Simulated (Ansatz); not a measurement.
# MoS2 (P6_3/mmc): the gap up the ladder of methods, part 2 of 2

Wanted: a ladder of band gaps for MoS2 (P6_3/mmc), from density functionals to G0W0.

Ansatz 0.2.0; density functionals, hybrids and G0W0, plane waves, PAW. Known limits of the many-body steps: finite bands, screening cutoff and k mesh; no spin-orbit coupling in G0W0.

So far. Step 5 (r2SCAN on the 12×12×2 mesh): Over mesh and listed points the gap is 0.989 eV, from k = Γ to k = (0.167, 0.167, 0.000). The least direct gap found is 1.763 eV, at k = (0.333, 0.333, 0.000). r2SCAN against PBE: 0.989 − 0.884 = +0.105 eV. The runs also differ in plane-wave cutoff (420 eV and 500 eV), so how much of this comes from the functional alone is not known. Step 6 (HSE06 on the 6×6×2 mesh): Over mesh and listed points the gap is 1.444 eV, from k = Γ to k = (0.167, 0.167, 0.000).

The database entry behind the starting cell differs from later determinations by our own check (about 0.3 % long), so it need not match the best structure at ambient conditions.

In doubt: masses and optical values from hybrid runs of this build are listed as unsure (steps 10, 11), which bears on the screening that GW takes from such a start.

## (7) PBE0 on the 6×6×2 mesh

PBE0 mixes in a quarter of exact exchange at all distances.

This step: DFT, PBE0, plane waves, PAW.

The input, input.yaml:

```yaml
crystal:
  lattice:
    - [3.169, 0.0, 0.0]
    - [-1.5845, 2.7444345046, 0.0]
    - [0.0, 0.0, 12.324]
  atoms:
    - { symbol: Mo, position: [0.3333333333, 0.6666666667, 0.25] }
    - { symbol: Mo, position: [0.6666666667, 0.3333333333, 0.75] }
    - { symbol: S, position: [0.3333333333, 0.6666666667, 0.623] }
    - { symbol: S, position: [0.6666666667, 0.3333333333, 0.123] }
    - { symbol: S, position: [0.3333333333, 0.6666666667, 0.877] }
    - { symbol: S, position: [0.6666666667, 0.3333333333, 0.377] }
kpoints:
  mp_grid: { grid: [6, 6, 2] }
  band_path:
    path:
      - [0.0, 0.0, 0.0]
      - [0.5, 0.0, 0.0]
      - [0.3333333333, 0.3333333333, 0.0]
      - [0.0, 0.0, 0.5]
      - [0.5, 0.0, 0.5]
      - [0.3333333333, 0.3333333333, 0.5]
      - [0.1666666667, 0.1666666667, 0.0]
    npoints: 1
hamiltonian:
  xc: pbe0
scf:
  occupations: { method: fixed }
  n_extra_bands: 6
output:
  forces: true
  stress: true
  eigenvalues: true
  write_density: true
  write_potential: true
  elf: true
  volumetric_format: npy
```

Started as:

```
> ansatz run input.yaml --threads 3 --pin off --max-ram 64512MiB --backend cuda --events-out ev --progress --plain --runs-dir out --devices 1 --max-vram 24GiB  # rebuilt from the run's record
```

Numbers of over 12 decimals in the logs are rounded to 6 here.

Output:

```text
[...]
GPUs: using 1 of 1 available (devices: 1).
[...]
GPU FFT provider: cuFFT
GPU libraries: cuBLAS 13.8.1, cuFFT 12.4.0, cuSOLVER 12.3.2
Crystal: 6 atoms, lattice volume = 107.183 Å³
Basis set: ecut = 420 eV, 2081 PW (Γ), exchange–correlation on 48×48×180 points (8 copies of the dense FFT grid, shifted against one another)
[...]
--- Band table (eV; the first three rows and the last of 14) ---
  k-point 0: bands = [... 22 lower, 7.8318, 8.7415, 8.8924, 10.1887, 13.6981, 13.6981, 13.7343, 13.7343, ... 2 higher]
  k-point 1: bands = [... 22 lower, 7.8044, 7.8044, 9.8689, 9.8689, 13.7031, 13.7031, 13.7031, 13.7031, ... 2 higher]
  k-point 2: bands = [... 22 lower, 7.8305, 8.7769, 8.8346, 9.3254, 12.9945, 13.3780, 13.4612, 13.6035, ... 2 higher]
  k-point 13: bands = [... 22 lower, 6.8492, 6.8492, 9.4823, 9.4823, 12.3605, 12.3605, 13.9499, 13.9499, ... 2 higher]
[key lines of the parts left out:]
Free energy (F): -13531.529799 eV
Fermi energy:    10.188688 eV
P = ⅓ Tr σ = -2.9245 GPa (-29.245 kbar)
```

Elapsed: 21 s, on 1 × NVIDIA H100 80GB HBM3 (shared by 3 runs) with 3 threads of AMD EPYC 7R13 (Zen 3), shared host; peak memory 2.2 GiB.

Numbers from this step:

- gap: 2.112 eV
- valence top at: Γ
- conduction bottom at: k = (0.167, 0.167, 0.000)
- least direct gap: 2.777 eV
- exact-exchange fraction: 0.25

Over mesh and listed points the gap is 2.112 eV, from k = Γ to k = (0.167, 0.167, 0.000). The least direct gap found is 2.777 eV, at k = (0.333, 0.333, 0.000). PBE0 against HSE06: 2.112 − 1.444 = +0.668 eV, with the same mesh, files and cutoff, and both edges at the same k points. The program's warnings for this run: stress exchange threshold loose; stress scf threshold loose.

## (8) DDH-PBE0 on the 6×6×2 mesh

The input asks for a share of exact exchange of one over the crystal's ε∞, which the program works out first.

This step: DFT, dielectric-dependent PBE0 (fraction 1/eps_inf of PBE), plane waves, PAW.

Edit input.yaml of step 7 so:

```diff
@@ -12,2 +12,3 @@
     - { symbol: S, position: [0.6666666667, 0.3333333333, 0.377] }
+  host: atoms
 kpoints:
@@ -25,3 +26,6 @@
 hamiltonian:
-  xc: pbe0
+  xc:
+    exchange: pbe
+    correlation: pbe
+    exx: { coeff: inverse_dielectric }
 scf:
```

Output:

```text
[...]
the fraction of exact exchange is that of a crystal of Mo2S4
GPUs: using 1 of 1 available (devices: 1).
[...]
a weight of exact exchange comes from the crystal, and the text's number only plans the run
Solving k-mesh 6×6×4 for the fraction of exact exchange
[...]
--- Band table (eV; the first three rows and the last of 14) ---
  k-point 0: bands = [... 22 lower, 8.4663, 9.4062, 9.4770, 10.6765, 13.2154, 13.2154, 13.2467, 13.2467, ... 2 higher]
  k-point 1: bands = [... 22 lower, 8.4417, 8.4417, 10.3920, 10.3920, 13.2211, 13.2211, 13.2211, 13.2211, ... 2 higher]
  k-point 2: bands = [... 22 lower, 8.5184, 9.4315, 9.4317, 9.8726, 12.5779, 12.9480, 12.9791, 13.1609, ... 2 higher]
  k-point 13: bands = [... 22 lower, 7.6488, 7.6488, 9.9680, 9.9680, 12.0804, 12.0804, 13.4368, 13.4368, ... 2 higher]
[key lines of the parts left out:]
Free energy (F): -13527.438341 eV
Fermi energy:    10.676514 eV
P = ⅓ Tr σ = 0.3777 GPa (3.777 kbar)
```

It took 38 s on 1 × NVIDIA H100 80GB HBM3 (shared by 3 runs) with 3 threads; peak memory 2.4 GiB; 76 s of CPU time.

This step gave:

| Item | Value |
| --- | --- |
| gap | 1.268 eV |
| valence top at | Γ |
| conduction bottom at | k = (0.167, 0.167, 0.000) |
| least direct gap | 2.018 eV |
| exact-exchange fraction | 0.08073 |

Over mesh and listed points the gap is 1.268 eV, from k = Γ to k = (0.167, 0.167, 0.000). The least direct gap found is 2.018 eV, at k = (0.333, 0.333, 0.000). DDH-PBE0 against PBE0: 1.268 − 2.112 = −0.844 eV, with the same mesh, files and cutoff, and both edges at the same k points. The program's warnings for this run: stress exchange threshold loose; stress scf threshold loose.

## (9) G0W0@PBE, 6×6×2 mesh, 688 empty bands, screening to 200 eV

G0W0 replaces the xc potential by a self-energy built once from the orbitals of the start. Levels are corrected in the window of bands that the input names, at points of the mesh.

This step: G0W0 on PBE, plane waves, PAW.

The input, input.yaml:

```yaml
crystal:
  lattice:
    - [3.169, 0.0, 0.0]
    - [-1.5845, 2.7444345046, 0.0]
    - [0.0, 0.0, 12.324]
  atoms:
    - { symbol: Mo, position: [0.3333333333, 0.6666666667, 0.25] }
    - { symbol: Mo, position: [0.6666666667, 0.3333333333, 0.75] }
    - { symbol: S, position: [0.3333333333, 0.6666666667, 0.623] }
    - { symbol: S, position: [0.6666666667, 0.3333333333, 0.123] }
    - { symbol: S, position: [0.3333333333, 0.6666666667, 0.877] }
    - { symbol: S, position: [0.6666666667, 0.3333333333, 0.377] }
kpoints:
  mp_grid: { grid: [6, 6, 2] }
hamiltonian:
  xc: pbe
scf:
  occupations: { method: fixed }
gw:
  n_empty_bands: 688
  ecut_chi: 200.0
  qp_bands: [v2, c2]
  qp_kpoints: band_edges
  screening: { model: contour_deformation }
```

Output:

```text
GPUs: using 1 of 1 available (devices: 1).
[...]
GPU FFT provider: cuFFT
GPU libraries: cuBLAS 13.8.1, cuFFT 12.4.0, cuSOLVER 12.3.2
Crystal: 6 atoms, lattice volume = 107.183 Å³
Basis set: ecut = 420 eV, 2081 PW (Γ)
Bands: 32, of which v1, the nominal top of the filled ones, is band 26 counted from 1 (25 counted from 0)
Symmetry: 24 space group operations
[...]
k-points: 14 of 72
[...]
1    28     12.9998   -13.7331    -4.4758   -18.4521  0.7380    13.2442    13.2431  root
[...]
13    25     10.2018   -19.2682     0.3311   -18.8105  0.7360    10.0749    10.0752  root
    13    26     10.2018   -19.2682     0.3311   -18.8105  0.7360    10.0749    10.0752  root
    13    27     11.9456   -16.1207    -4.1107   -20.5422  0.7290    12.2579    12.2564  root
    13    28     11.9456   -16.1207    -4.1107   -20.5422  0.7290    12.2579    12.2564  root
[key lines of the parts left out:]
SCF converged after 7 iterations
Free energy (F): -13525.540647 eV
Fermi energy:    10.896774 eV
```

The job ended after 30 s (1 × NVIDIA H100 80GB HBM3 (shared by 3 runs) with 3 threads; peak memory 2.7 GiB; 52 s of CPU time).

Numbers from this step:

- bands summed: 714
- RPA ε∞ on this mesh (eigenvalues): 6.227, 14.96, 14.96
- plane waves in the screening matrix: 701
- G0W0 gap over the corrected points: 1.258 eV
- k of the valence top: 0, 0, 0
- k of the conduction bottom: 0.1667, 0.1667, 0
- starting gap on the mesh: 0.8857 eV
- Z at the valence top: 0.7346
- Z at the conduction bottom: 0.7457
- least direct G0W0 gap over the corrected points: 2.083 eV

Over 12 of 14 irreducible mesh points the G0W0 gap is 1.258 eV, from k = Γ to k = (0.167, 0.167, 0.000). The PBE gap of this run on the mesh is 0.886 eV. The two states that bound the G0W0 gap lie that far apart at the start, so the correction of the gap is 1.258 − 0.886 = +0.372 eV.

## (10) G0W0@HSE06, 6×6×2 mesh, 688 empty bands, screening to 200 eV

This step: G0W0 on HSE06, plane waves, PAW.

Edit input.yaml of step 9 so:

```diff
@@ -15,3 +15,3 @@
 hamiltonian:
-  xc: pbe
+  xc: hse06
 scf:
```

Output:

```text
GPUs: using 1 of 1 available (devices: 1).
[...]
GPU FFT provider: cuFFT
GPU libraries: cuBLAS 13.8.1, cuFFT 12.4.0, cuSOLVER 12.3.2
Crystal: 6 atoms, lattice volume = 107.183 Å³
Basis set: ecut = 420 eV, 2081 PW (Γ)
Bands: 32, of which v1, the nominal top of the filled ones, is band 26 counted from 1 (25 counted from 0)
Symmetry: 24 space group operations
[...]
k-points: 14 of 72
[...]
1    27     13.3482   -13.5449    -4.3955   -17.9261  0.7651    13.3339    13.3339  root
     1    28     13.3482   -13.5449    -4.3955   -17.9261  0.7651    13.3339    13.3339  root
[...]
13    25      9.8266   -19.1029     0.2711   -18.8397  0.7640     9.8346     9.8346  root
    13    26      9.8266   -19.1029     0.2711   -18.8397  0.7640     9.8346     9.8346  root
    13    27     12.0384   -15.9811    -3.9353   -20.0458  0.7575    12.1680    12.1678  root
    13    28     12.0384   -15.9811    -3.9353   -20.0458  0.7575    12.1680    12.1678  root
[key lines of the parts left out:]
Free energy (F): -13531.565462 eV
Fermi energy:    10.522562 eV
```

The job ended after 73 s (1 × NVIDIA H100 80GB HBM3 (shared by 3 runs) with 3 threads; peak memory 2.9 GiB; 1.7 min of CPU time).

This step gave:

```
bands summed                                    : 714
RPA ε∞ on this mesh (eigenvalues)               : 5.127, 11.85, 11.85
plane waves in the screening matrix             : 701
G0W0 gap over the corrected points              : 1.474 eV
k of the valence top                            : 0, 0, 0
k of the conduction bottom                      : 0.1667, 0.1667, 0
starting gap on the mesh                        : 1.444 eV
Z at the valence top                            : 0.7628
Z at the conduction bottom                      : 0.7720
least direct G0W0 gap over the corrected points : 2.235 eV
```

Over 12 of 14 irreducible mesh points the G0W0 gap is 1.474 eV, from k = Γ to k = (0.167, 0.167, 0.000). The HSE06 gap of this run on the mesh is 1.444 eV. The two states that bound the G0W0 gap lie that far apart at the start, so the correction of the gap is 1.474 − 1.444 = +0.030 eV. G0W0@HSE06 against G0W0@PBE with 714 bands: 1.474 − 1.258 = +0.216 eV, with the same mesh, files and cutoffs, and both edges at the same k points.

## (11) G0W0@PBE0, 6×6×2 mesh, 688 empty bands, screening to 200 eV

This step: G0W0 on PBE0, plane waves, PAW.

Edit input.yaml of step 10 so:

```diff
@@ -15,3 +15,3 @@
 hamiltonian:
-  xc: hse06
+  xc: pbe0
 scf:
```

Output:

```text
GPUs: using 1 of 1 available (devices: 1).
[...]
GPU FFT provider: cuFFT
GPU libraries: cuBLAS 13.8.1, cuFFT 12.4.0, cuSOLVER 12.3.2
Crystal: 6 atoms, lattice volume = 107.183 Å³
Basis set: ecut = 420 eV, 2081 PW (Γ)
Bands: 32, of which v1, the nominal top of the filled ones, is band 26 counted from 1 (25 counted from 0)
Symmetry: 24 space group operations
[...]
k-points: 14 of 72
[...]
1    27     13.7031   -13.5349    -4.3096   -17.5654  0.7815    13.4247    13.4239  root
     1    28     13.7031   -13.5349    -4.3096   -17.5654  0.7815    13.4247    13.4239  root
[...]
13    25      9.4823   -19.0984     0.2302   -19.1533  0.7818     9.7668     9.7674  root
    13    26      9.4823   -19.0984     0.2302   -19.1533  0.7818     9.7668     9.7674  root
    13    27     12.3605   -15.9612    -3.8570   -19.6844  0.7757    12.2268    12.2266  root
    13    28     12.3605   -15.9612    -3.8570   -19.6844  0.7757    12.2268    12.2266  root
[key lines of the parts left out:]
Free energy (F): -13531.529881 eV
Fermi energy:    10.188729 eV
```

Elapsed: 74 s, on 1 × NVIDIA H100 80GB HBM3 (shared by 3 runs) with 3 threads; peak memory 2.9 GiB.

Numbers from this step:

| Quantity | Value |
| --- | --- |
| bands summed | 714 |
| RPA ε∞ on this mesh (eigenvalues) | 4.733, 10.23, 10.23 |
| plane waves in the screening matrix | 701 |
| G0W0 gap over the corrected points | 1.605 eV |
| k of the valence top | 0, 0, 0 |
| k of the conduction bottom | 0.1667, 0.1667, 0 |
| starting gap on the mesh | 2.111 eV |
| Z at the valence top | 0.7806 |
| Z at the conduction bottom | 0.7883 |
| least direct G0W0 gap over the corrected points | 2.360 eV |

Over 12 of 14 irreducible mesh points the G0W0 gap is 1.605 eV, from k = Γ to k = (0.167, 0.167, 0.000). The PBE0 gap of this run on the mesh is 2.111 eV. The two states that bound the G0W0 gap lie that far apart at the start, so the correction of the gap is 1.605 − 2.111 = −0.506 eV. G0W0@PBE0 against G0W0@HSE06 with 714 bands: 1.605 − 1.474 = +0.131 eV, with the same mesh, files and cutoffs, and both edges at the same k points. The program's warnings for this run: coarse exchange mesh.

## (12) The ladder

Each gap is the least one over the points named; times are wall times on shared hosts, not benchmarks. A G0W0 time includes the run's own self-consistent start. Runs with listed points see these and the mesh alone, so an edge that moves elsewhere is missed. Rows marked * are further runs, not shown as steps, whose inputs differ from the G0W0 step on the same start in the columns given; solver thresholds can differ too.

```
     level     mesh       files, cutoff  bands summed, screening                            points  gap (eV)  valence top      conduction bottom  least direct gap (eV)   time
       LDA  12×12×2  soft_2 PAW, 420 eV                        -            mesh and listed points     0.811            Γ  (0.167, 0.167, 0.000)                  1.649  8.1 s
       PBE  12×12×2  soft_2 PAW, 420 eV                        -                     mesh and path     0.884            Γ  (0.167, 0.167, 0.000)                  1.654  6.3 s
   PBE+SOC  12×12×2  soft_2 PAW, 420 eV                        -            mesh and listed points     0.879            Γ  (0.167, 0.167, 0.000)                  1.621  4.1 s
    r2SCAN  12×12×2  soft_2 PAW, 500 eV                        -            mesh and listed points     0.989            Γ  (0.167, 0.167, 0.000)                  1.763  3.9 s
     HSE06    6×6×2  soft_2 PAW, 420 eV                        -            mesh and listed points     1.444            Γ  (0.167, 0.167, 0.000)                  2.116   18 s
      PBE0    6×6×2  soft_2 PAW, 420 eV                        -            mesh and listed points     2.112            Γ  (0.167, 0.167, 0.000)                  2.777   21 s
  DDH-PBE0    6×6×2  soft_2 PAW, 420 eV                        -            mesh and listed points     1.268            Γ  (0.167, 0.167, 0.000)                  2.018   38 s
 G0W0@PBE*    6×6×2  soft_2 PAW, 420 eV              269, 100 eV  12 of 14 irreducible mesh points     1.207            Γ  (0.167, 0.167, 0.000)                  2.079   12 s
  G0W0@PBE    6×6×2  soft_2 PAW, 420 eV              714, 200 eV  12 of 14 irreducible mesh points     1.258            Γ  (0.167, 0.167, 0.000)                  2.083   30 s
G0W0@HSE06    6×6×2  soft_2 PAW, 420 eV              714, 200 eV  12 of 14 irreducible mesh points     1.474            Γ  (0.167, 0.167, 0.000)                  2.235   73 s
 G0W0@PBE0    6×6×2  soft_2 PAW, 420 eV              714, 200 eV  12 of 14 irreducible mesh points     1.605            Γ  (0.167, 0.167, 0.000)                  2.360   74 s
```

## (13) Outcome

| Property | Result |
| --- | --- |
| LDA, over mesh and listed points | 0.811 eV |
| PBE, over mesh and path | 0.884 eV |
| PBE+SOC, over mesh and listed points | 0.879 eV |
| r2SCAN, over mesh and listed points | 0.989 eV |
| HSE06, over mesh and listed points | 1.444 eV |
| PBE0, over mesh and listed points | 2.112 eV |
| DDH-PBE0, over mesh and listed points | 1.268 eV |
| G0W0@PBE (714 bands, 6×6×2), over 12 of 14 irreducible mesh points | 1.258 eV |
| G0W0@HSE06, over 12 of 14 irreducible mesh points | 1.474 eV |
| G0W0@PBE0, over 12 of 14 irreducible mesh points | 1.605 eV |
| known limits | finite bands, screening cutoff and k mesh; no spin-orbit coupling in G0W0 |

In words: The rows run from 0.811 eV (LDA) to 2.112 eV (PBE0). They differ in mesh, plane-wave cutoff, bands and screening cutoff of G0W0 and the points over which the gap was sought as well as in level, so only pairs that share these are like for like. PBE against LDA: 0.884 − 0.811 = +0.073 eV, with the same mesh, files and cutoff, and both edges at the same k points. PBE+SOC against PBE: 0.879 − 0.884 = −0.005 eV, with the same mesh, set of files (read in its fully relativistic form for the spin-orbit run) and cutoff, and both edges at the same k points. The spin-orbit run sees mesh and listed points alone, so its gap is an upper bound: the coupling can move an edge off these points, and the change over the zone, its sign included where it is small, is not known. PBE0 against HSE06: 2.112 − 1.444 = +0.668 eV, with the same mesh, files and cutoff, and both edges at the same k points. DDH-PBE0 against PBE0: 1.268 − 2.112 = −0.844 eV, with the same mesh, files and cutoff, and both edges at the same k points. G0W0@HSE06 against G0W0@PBE with 714 bands: 1.474 − 1.258 = +0.216 eV, with the same mesh, files and cutoffs, and both edges at the same k points. G0W0@PBE0 against G0W0@HSE06 with 714 bands: 1.605 − 1.474 = +0.131 eV, with the same mesh, files and cutoffs, and both edges at the same k points. The dielectric-dependent hybrid took 0.081 of exact exchange, against 0.25 in PBE0. G0W0@PBE (714 bands, 6×6×2) moves the gap of its own start on the mesh by 1.258 − 0.886 = +0.372 eV, between the same two levels. Both edges that PBE shows over mesh and path lie at k points where levels were corrected. Levels at other points were not corrected, so a lower G0W0 gap elsewhere in the zone is not ruled out. G0W0@HSE06 moves the gap of its own start on the mesh by 1.474 − 1.444 = +0.030 eV, between the same two levels. Both edges that HSE06 shows over mesh and listed points lie at k points where levels were corrected. Levels at other points were not corrected, so a lower G0W0 gap elsewhere in the zone is not ruled out. G0W0@PBE0 moves the gap of its own start on the mesh by 1.605 − 2.111 = −0.506 eV, between the same two levels. Both edges that PBE0 shows over mesh and listed points lie at k points where levels were corrected. Levels at other points were not corrected, so a lower G0W0 gap elsewhere in the zone is not ruled out. What spin-orbit coupling does to the G0W0 levels was not computed, so no sum with the G0W0 gap is formed. For G0W0@PBE: from 269 bands and 100 eV to 714 bands and 200 eV the gap moves by 1.258 − 1.207 = +0.051 eV; bands and screening cutoff rise together, so their parts are not told apart. Two runs can't test a law of convergence, so the limit is not known. The other G0W0 rows are shown at one basis each (714 bands), so their distance from the limit is not known here. For G0W0@PBE0: the program's warnings for this run: coarse exchange mesh. The G0W0 runs are scalar-relativistic. No pair of G0W0 runs that differ in the mesh alone is shown (6×6×2 is a supercell whose nearest images lie 19 Å apart), so the error from the mesh is not known here. G0W0 is shown with one set of atomic data (soft_2 PAW), so the error from the files is not known here.

[Paths, hosts, dates, memory and timing lines, banners, echoed tables and standing remarks are left out of the program output.]

[Logs are printed without paths, hosts, clocks, repeated set-up lines and the standing remarks that a program may print on its own settings, such as how far it seeks lower states.]

[Runs of the session that timed out or met a known fault of the program may be left out.]

[Cells called generated may have been cut or substituted from an entry of the Crystallography Open Database or the Materials Project.]

[Hosts, paths, dates, database ids (printed as entryN), source tags and the programs' standing remarks are cut or masked in the printed files.]

[Where an RPA ε∞ is given, it is that of the G0W0 mesh and is not shown converged in it. Names of k-points follow the symmetry that the program found, which can be lower than the space group named. Band edges on a path are those of the sampled points; other points can move an edge, and change direct to indirect where valleys lie close.]

[Hybrid gaps are those of their k-mesh and are not shown converged in it.]
